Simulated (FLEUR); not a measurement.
# Collinear magnetic orders of NiO with FLEUR

A self-consistent run ends on one state, which hangs on the start. Several orders of NiO are started in FLEUR and their energies compared.

Method: PBE; all-electron FLAPW, Dirac cores, scalar-relativistic bands, in FLEUR MaX-R8.1.

## Step 1: The starting structure

Symmetry: Fm-3m, No. 225, cubic system. Conventional cell: a = 4.172 Å, b = 4.172 Å, c = 4.172 Å, α = 90.00°, β = 90.00°, γ = 90.00°. Ni has 6 O at 2.09 Å nearest. O has 6 Ni at 2.09 Å nearest. Farther neighbours and most contacts between anions are not listed.

As a file:

```xyz
2
Lattice="0.0000 2.0859 2.0859 2.0859 0.0000 2.0859 2.0859 2.0859 0.0000" Properties=species:S:1:pos:R:3 pbc="T T T"
Ni    0.0000    0.0000    0.0000
O     2.0859    2.0859    2.0859
```

## Step 2: Start 1: ferro +

The parallel start is the test of whether parallel moments hold.

inpgen writes inp.xml from crystal.txt; cutoffs, mixing, functional, smearing and local orbitals are then set in the file. The k list default-1 (kpts.xml, not shown) is a Γ-centred 8×8×8 mesh; where the ranks do not divide the number of points, some are split in two of half the weight.

inp.xml

```
<?xml version="1.0" encoding="UTF-8" standalone="no"?>
<fleurInput fleurInputVersion="0.39">
   <comment>
      NiO
   </comment>
   <calculationSetup>
      <cutoffs Kmax="4.32" Gmax="13.0" GmaxXC="13.0" numbands="0"/>
      <scfLoop itmax="90" minDistance="0.00002" maxIterBroyd="15" imix="Anderson" alpha="0.05" precondParam="0.0" spinf="2.0" sdNocoIR="T"/>
      <coreElectrons ctail="T" frcor="F" kcrel="0" coretail_lmax="0"/>
      <xcFunctional name="pbe" relativisticCorrections="F"/>
      <magnetism jspins="2"/>
      <soc l_soc="F" theta="0.0" phi="0.0" spav="F"/>
      <expertModes spex="0" secvar="F"/>
      <geometryOptimization l_f="F" forcealpha="1.0" forcemix="BFGS" epsdisp="0.00001" epsforce="0.00001"/>
      <ldaU l_linMix="F" mixParam="0.05" spinf="1.0"/>
   </calculationSetup>
   <cell>
      <bzIntegration valenceElectrons="24.0" mode="hist" fermiSmearingEnergy="0.00110248">
         <kPointListSelection listName="default-1"/>
         <xi:include xmlns:xi="http://www.w3.org/2001/XInclude" href="kpts.xml"> </xi:include>
      </bzIntegration>
      <xi:include xmlns:xi="http://www.w3.org/2001/XInclude" href="sym.xml"> </xi:include>
      <bulkLattice scale="1.0">
         <bravaisMatrix>
            <row-1>    0.0000000000000000     3.9417828250996005     3.9417828250996005</row-1>
            <row-2>    3.9417828250996005     0.0000000000000000     3.9417828250996005</row-2>
            <row-3>    3.9417828250996005     3.9417828250996005     0.0000000000000000</row-3>
         </bravaisMatrix>
      </bulkLattice>
   </cell>
   <atomSpecies>
      <species name="Nickel (Ni2.000" element="Ni" atomicNumber="28">
         <mtSphere radius="2.46" gridPoints="813" logIncrement="0.015"/>
         <atomicCutoffs lmax="10" lnonsphr="8"/>
         <electronConfig flipSpins="F">
            <coreConfig>(1s1/2) (2s1/2) (2p1/2) (2p3/2)</coreConfig>
            <valenceConfig>(3s1/2) (3p1/2) (3p3/2) (4s1/2) (3d3/2) (3d5/2)</valenceConfig>
            <stateOccupation state="(3d3/2)" spinUp="2.0" spinDown="1.2"/>
            <stateOccupation state="(3d5/2)" spinUp="3.0" spinDown="1.8"/>
         </electronConfig>
         <energyParameters s="4" p="4" d="3" f="4"/>
         <lo type="SCLO" l="0" n="3" eDeriv="0"/>
         <lo type="SCLO" l="1" n="3" eDeriv="0"/>
      </species>
      <species name="Oxygen (O)" element="O" atomicNumber="8">
         <mtSphere radius="1.39" gridPoints="461" logIncrement="0.023"/>
         <atomicCutoffs lmax="6" lnonsphr="4"/>
         <electronConfig flipSpins="F">
            <coreConfig>(1s1/2)</coreConfig>
            <valenceConfig>(2s1/2) (2p1/2) (2p3/2)</valenceConfig>
            <stateOccupation state="(2p1/2)" spinUp="0.666667" spinDown="0.666667"/>
            <stateOccupation state="(2p3/2)" spinUp="1.333333" spinDown="1.333333"/>
         </electronConfig>
         <energyParameters s="2" p="2" d="3" f="4"/>
      </species>
   </atomSpecies>
   <atomGroups>
      <atomGroup species="Nickel (Ni2.000">
         <relPos label="                   1">.0000000000 .0000000000 .0000000000</relPos>
         <force calculate="T" relaxXYZ="TTT"/>
      </atomGroup>
      <atomGroup species="Oxygen (O)">
         <relPos label="                   2">1.000/2.000 1.000/2.000 1.000/2.000</relPos>
         <force calculate="T" relaxXYZ="TTT"/>
      </atomGroup>
   </atomGroups>
   <output dos="F" band="F" slice="F">
      <bandDOS minEnergy="-.5*Htr" maxEnergy="0.5*Htr" sigma="0.015" storeEVData="T"/>
      <plotting iplot="0" polar="F">
         <plot TwoD="T" vec1="  1.0  0.0  0.0" vec2="  0.0  1.0  0.0" vec3="  0.0  0.0  1.0" zero="  0.0  0.0  0.0" file="plot"/>
      </plotting>
      <moessbauerParams electricFieldGradient="F" isomerShift="F" coreHyperfine="F" valenceHyperfine="F"/>
   </output>
</fleurInput>
```

crystal.txt

```
NiO
&input film=F cartesian=F /
0.00000000000  2.08590164140  2.08590164140
2.08590164140  0.00000000000  2.08590164140
2.08590164140  2.08590164140  0.00000000000
1.8897261246
1.0 1.0 1.0

2
28 0.00000000000  0.00000000000  0.00000000000 : 2.000
8 0.50000000000  0.50000000000  0.50000000000

&kpt div1=8 div2=8 div3=8 gamma=T /
```

Started as:

```console
$ OMP_NUM_THREADS=1 inpgen -f crystal.txt > inpgen.log  # inp.xml is then edited as shown
$ OMP_NUM_THREADS=1 mpirun -n 4 fleur_MPI > fleur.log
```

What it wrote:

```text
Welcome to FLEUR        (www.flapw.de)
      MaX-Release 8.1          (www.max-centre.eu)

 ========== k-point set info ==========
 Selected k-point list: default-1
 k-point list type: mesh
 0 x 0 x 0
 Number of k points: 32

 ------------Calculation Setup---------------------------
 Number of MPI-tasks      :            4
 Number of PE/node        :            4
 Number of OMP-threads    :            1
 k-points in parallel     :            4
 pe's per k-point         :            1
 No of k-point loops      :            8
 Eigenvalue solver        :       lapack
 Number of basis functions:          188
 Approximate size of matrices (H+S) per k-point:         0.001 GB
 --------------------------------------------------------
 Iteration:     1   Distance:      29.55418639 me/bohr^3
 Iteration:     2   Distance:      28.24795989 me/bohr^3
 Iteration:     3   Distance:      26.76398378 me/bohr^3
 Iteration:     4   Distance:      20.19380216 me/bohr^3
 Iteration:     5   Distance:      12.29019881 me/bohr^3
 Iteration:     6   Distance:      13.95335918 me/bohr^3
 Iteration:     7   Distance:       1.90441849 me/bohr^3
 Iteration:     8   Distance:       3.20496594 me/bohr^3
 Iteration:     9   Distance:       2.97934293 me/bohr^3
 Iteration:    10   Distance:       2.43528507 me/bohr^3
 Iteration:    11   Distance:       2.08374691 me/bohr^3
 Iteration:    12   Distance:       1.62804159 me/bohr^3
 Iteration:    13   Distance:       0.50907611 me/bohr^3
 Iteration:    14   Distance:       0.55160144 me/bohr^3
 Iteration:    15   Distance:       0.10834731 me/bohr^3
 Iteration:    16   Distance:       0.09940911 me/bohr^3
 Iteration:    17   Distance:       0.05797620 me/bohr^3
 Iteration:    18   Distance:       0.01208834 me/bohr^3
 Iteration:    19   Distance:       0.00708976 me/bohr^3
 Iteration:    20   Distance:       0.01309281 me/bohr^3
 Iteration:    21   Distance:       0.00169374 me/bohr^3
 Iteration:    22   Distance:       0.00057137 me/bohr^3
 Iteration:    23   Distance:       0.00059374 me/bohr^3
 Iteration:    24   Distance:       0.00015656 me/bohr^3
 Iteration:    25   Distance:       0.00005574 me/bohr^3
 Iteration:    26   Distance:       0.00003093 me/bohr^3
 Iteration:    27   Distance:       0.00001481 me/bohr^3

 ********************************************************************
 Run finished successfully
 Stop message:
   all done
 ********************************************************************

--- out.xml (last complete iteration) ---
<iteration numberForCurrentRun="   27" overallNumber="   27">
         <energyParameters units="Htr">
            <atomicEP atomType="1" spin="1" branch="4s" branchLowest="-3.51" branchHighest="1.31" value="0.1997981962"/>
            <atomicEP atomType="1" spin="1" branch="4p" branchLowest="-2.05" branchHighest="1.86" value="0.3474769905"/>
            <atomicEP atomType="1" spin="1" branch="3d" branchLowest="-9.99" branchHighest="0.29" value="0.2226632761"/>
            <atomicEP atomType="1" spin="1" branch="4f" branchLowest="-9.99" branchHighest="3.23" value="0.6720740786"/>
            <loAtomicEP atomType="1" spin="1" branch="3s" branchLowest="-35.48" branchHighest="-3.51" value="-3.5142626587"/>
            <loAtomicEP atomType="1" spin="1" branch="3p" branchLowest="-30.43" branchHighest="-2.05" value="-2.0590951761"/>
            <atomicEP atomType="2" spin="1" branch="2s" branchLowest="-18.32" branchHighest="0.95" value="-0.4549429601"/>
            <atomicEP atomType="2" spin="1" branch="2p" branchLowest="-9.99" branchHighest="1.30" value="-0.0191589097"/>
            <atomicEP atomType="2" spin="1" branch="3d" branchLowest="-9.99" branchHighest="6.20" value="0.2509607386"/>
            <atomicEP atomType="2" spin="1" branch="4f" branchLowest="-9.99" branchHighest="10.77" value="0.4110183280"/>
            <atomicEP atomType="1" spin="2" branch="4s" branchLowest="-3.44" branchHighest="1.35" value="0.2009026291"/>
            <atomicEP atomType="1" spin="2" branch="4p" branchLowest="-1.99" branchHighest="1.89" value="0.3448387231"/>
            <atomicEP atomType="1" spin="2" branch="3d" branchLowest="-9.99" branchHighest="0.36" value="0.2764866497"/>
            <atomicEP atomType="1" spin="2" branch="4f" branchLowest="-9.99" branchHighest="3.26" value="0.6670766496"/>
            <loAtomicEP atomType="1" spin="2" branch="3s" branchLowest="-35.44" branchHighest="-3.44" value="-3.4447864555"/>
            <loAtomicEP atomType="1" spin="2" branch="3p" branchLowest="-30.41" branchHighest="-1.99" value="-1.9913946270"/>
            <atomicEP atomType="2" spin="2" branch="2s" branchLowest="-18.31" branchHighest="0.98" value="-0.4354138251"/>
            <atomicEP atomType="2" spin="2" branch="2p" branchLowest="-9.99" branchHighest="1.33" value="-0.0042355066"/>
            <atomicEP atomType="2" spin="2" branch="3d" branchLowest="-9.99" branchHighest="6.23" value="0.2621825067"/>
            <atomicEP atomType="2" spin="2" branch="4f" branchLowest="-9.99" branchHighest="10.79" value="0.4222269238"/>
         </energyParameters>
         <bandgap value="0.0076049459" units="eV"/>
         <sumValenceSingleParticleEnergies value="-16.9484464194" units="Htr"/>
         <FermiEnergy value="0.3274145736" units="Htr"/>
         <valenceDensity>
            <mtCharges spin="1">
               <mtCharge atomType="1" total="9.4495799" s="1.1942880" p="3.2464400" d="4.9250983" f="0.0581619"/>
               <mtCharge atomType="2" total="2.3497365" s="0.7055743" p="1.6391000" d="0.0044543" f="0.0005103"/>
            </mtCharges>
            <mtCharges spin="2">
               <mtCharge atomType="1" total="7.9344921" s="1.1815211" p="3.2289654" d="3.4489614" f="0.0530962"/>
               <mtCharge atomType="2" total="2.0804022" s="0.6759775" p="1.4009874" d="0.0029576" f="0.0004076"/>
            </mtCharges>
            <spinDependentCharge spin="1" total="12.9117800" interstitial="1.1124637" mtSpheres="11.7993164"/>
            <spinDependentCharge spin="2" total="11.0882200" interstitial="1.0733256" mtSpheres="10.0148943"/>
            <totalCharge value="24.0000000000"/>
         </valenceDensity>
         <coreStates atomType="     1" atomicNumber=" 28" spin="1" kinEnergy="    677.1002950700" eigValSum="   -427.9151720280" lostElectrons=" 0.000000">
            <state n="1" l="0" j="0.5" energy="-301.1254150439" weight="1.0000000000"/>
            <state n="2" l="0" j="0.5" energy="-35.4772883689" weight="1.0000000000"/>
            <state n="2" l="1" j="0.5" energy="-30.8656394295" weight="1.0000000000"/>
            <state n="2" l="1" j="1.5" energy="-30.2234145928" weight="2.0000000000"/>
         </coreStates>
         <coreStates atomType="     1" atomicNumber=" 28" spin="2" kinEnergy="    677.4350376146" eigValSum="   -427.8041874298" lostElectrons=" 0.000000">
            <state n="1" l="0" j="0.5" energy="-301.1253909875" weight="1.0000000000"/>
            <state n="2" l="0" j="0.5" energy="-35.4432399205" weight="1.0000000000"/>
            <state n="2" l="1" j="0.5" energy="-30.8405636053" weight="1.0000000000"/>
            <state n="2" l="1" j="1.5" energy="-30.1974964583" weight="2.0000000000"/>
         </coreStates>
         <coreStates atomType="     2" atomicNumber="  8" spin="1" kinEnergy="     29.1492104409" eigValSum="    -18.3173655527" lostElectrons=" 0.000001">
            <state n="1" l="0" j="0.5" energy="-18.3173655527" weight="1.0000000000"/>
         </coreStates>
         <coreStates atomType="     2" atomicNumber="  8" spin="2" kinEnergy="     29.1629138568" eigValSum="    -18.3081428979" lostElectrons=" 0.000001">
            <state n="1" l="0" j="0.5" energy="-18.3081428979" weight="1.0000000000"/>
         </coreStates>
         <allElectronCharges>
            <spinDependentCharge spin="1" total="18.9117800" interstitial="1.1124642" mtSpheres="17.7993159"/>
            <spinDependentCharge spin="2" total="17.0882200" interstitial="1.0733261" mtSpheres="16.0148938"/>
            <totalCharge value="35.9999999994"/>
         </allElectronCharges>
         <magneticMomentsInMTSpheres units="muBohr">
            <globalMagMoment atomType="1" vec="0.00000   0.00000   1.51509"/>
            <localMagMoment atomType="1" vec="0.00000   0.00000   1.51509"/>
            <globalMagMoment atomType="2" vec="0.00000   0.00000   0.26933"/>
            <localMagMoment atomType="2" vec="0.00000   0.00000   0.26933"/>
         </magneticMomentsInMTSpheres>
         <moessbauerParams unitsHFF="kG" unitsIS="e/bohr^3" unitsEFG="Htr/bohr^2">
         </moessbauerParams>
         <totalEnergy value="    -1596.0414994384" units="Htr">
            <sumOfEigenvalues value="     -909.2933143278">
               <coreElectrons value="-892.3448679084"/>
               <valenceElectrons value="-16.9484464194"/>
            </sumOfEigenvalues>
            <densityCoulombPotentialIntegral value="-2435.7527414814"/>
            <densityEffectivePotentialIntegral value="-2529.3778055454"/>
            <chargeDenXCDenIntegral value="-72.1554490337"/>
            <FockExchangeEnergyValence value="0.0000000000"/>
            <FockExchangeEnergyCore value="0.0000000000"/>
            <atomTypeDependentContributions atomType="1">
               <electronNucleiInteractionDifferentMTs value="1826.4747337791"/>
               <MadelungTerm value="-8.2758003167"/>
            </atomTypeDependentContributions>
            <atomTypeDependentContributions atomType="2">
               <electronNucleiInteractionDifferentMTs value="86.1094837621"/>
               <MadelungTerm value="-5.2341530237"/>
            </atomTypeDependentContributions>
            <tkbTimesEntropy value="0.0000820835"/>
            <freeEnergy value="-1596.0415815218"/>
            <extrapolationTo0K value="-1596.0415404801"/>
         </totalEnergy>
         <densityConvergence units="me/bohr^3">
            <chargeDensity spin="1" distance="0.0000058901"/>
            <chargeDensity spin="2" distance="0.0000094157"/>
            <overallChargeDensity distance="0.0000052240"/>
            <spinDensity distance="0.0000148124"/>
         </densityConvergence>
      </iteration>
```

Run time: 16 s. Hardware: 4 MPI ranks of Intel Xeon Platinum 8375C at 2.90GHz (Ice Lake), shared host; peak memory 0.24 GiB; 63 s of CPU time.

Numbers from this step:

```
free energy                                                       : -43430.5039 eV
program's band gap on this mesh (in a metal only a level spacing) : 0.007605 eV
magnetization                                                     : 1.824 μB
final state                                                       : ferromagnetic
largest moment                                                    : 1.515 μB
```

After 27 cycles the largest moment stands at 1.52 μB.

(Continued in part 2 of 3.)

[Logs and program files are shortened in this print: banners, set-up blocks, solver, clock and traceback lines can be left out without a mark of their own.]

[Logs are printed without paths, hosts, clocks, repeated set-up lines and the standing remarks that a program may print on its own settings, such as how far it seeks lower states.]

[Hosts, paths, dates, database ids (printed as entryN), source tags and the programs' standing remarks are cut or masked in the printed files.]

[Where a cell is said to come from a database of computed structures, the database is the Materials Project.]
